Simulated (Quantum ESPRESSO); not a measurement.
## How volume moves the moments of Ni: volume 0.91, ferro +

Quantum ESPRESSO 7.5; PBE; plane waves with GBRV 1.5 PBE potentials, no spin-orbit coupling.

Symmetry: Fm-3m, No. 225, cubic system. The conventional cell has a = 3.415 Å, b = 3.415 Å, c = 3.415 Å, α = 90.00°, β = 90.00°, γ = 90.00°. Nearest to Ni lie 12 Ni at 2.41 Å.

Spin moment in the atom's sphere by atom:

```
atom  spin moment in the atom's sphere (μB)
 Ni1                                  0.629
```

Read from the output:

```
smearing term TS       : 0.01236 eV
pressure               : 14.31 GPa
magnetization          : 0.591 μB
absolute magnetization : 0.678 μB
final state            : ferromagnetic
```

What was run to get this?

The system, level and task follow from the heading and the kind of results. Meshes, cutoffs and thresholds can't be read from the results; these are the ones that the run used.

All lengths scale alike; the factor is that of the volume. Atoms keep their fractional places. Seeded atoms are those given a starting moment.

Input file pw.in:

```
&CONTROL
  calculation = 'scf'
  prefix = 'pwscf'
  outdir = './tmp'
  pseudo_dir = './pseudo'
  disk_io = 'nowf'
  tprnfor = .true.
  tstress = .true.
/
&SYSTEM
  ibrav = 0
  celldm(1) = 8
  nat = 1
  ntyp = 1
  ecutwfc = 40
  ecutrho = 280
  nbnd = 15
  occupations = 'smearing'
  smearing = 'fd'
  degauss = 0.00367493
  nspin = 2
  starting_magnetization(1) = 0.0556
/
&ELECTRONS
  conv_thr = 2d-09
  electron_maxstep = 150
  mixing_beta = 0.3
/
ATOMIC_SPECIES
Ni     58.6934 ni_pbe_v1.4.uspp.F.UPF
CELL_PARAMETERS alat
   0.0000000000000    0.4033312895283    0.4033312895283
   0.4033312895283    0.0000000000000    0.4033312895283
   0.4033312895283    0.4033312895283    0.0000000000000
ATOMIC_POSITIONS crystal
Ni      0.0000000000    0.0000000000    0.0000000000
K_POINTS automatic
16 16 16 0 0 0
```

Started as:

```sh
$ OMP_NUM_THREADS=1 mpirun -n 4 pw.x -nk 4 -in pw.in > pw.out
```

[Logs and program files are shortened in this print: banners, set-up blocks, solver, clock and traceback lines can be left out without a mark of their own.]

[Logs are printed without paths, hosts, clocks, repeated set-up lines and the standing remarks that a program may print on its own settings, such as how far it seeks lower states.]

[Hosts, paths, dates, database ids (printed as entryN), source tags and the programs' standing remarks are cut or masked in the printed files.]

[Where a cell is said to come from a database of computed structures, the database is the Materials Project.]
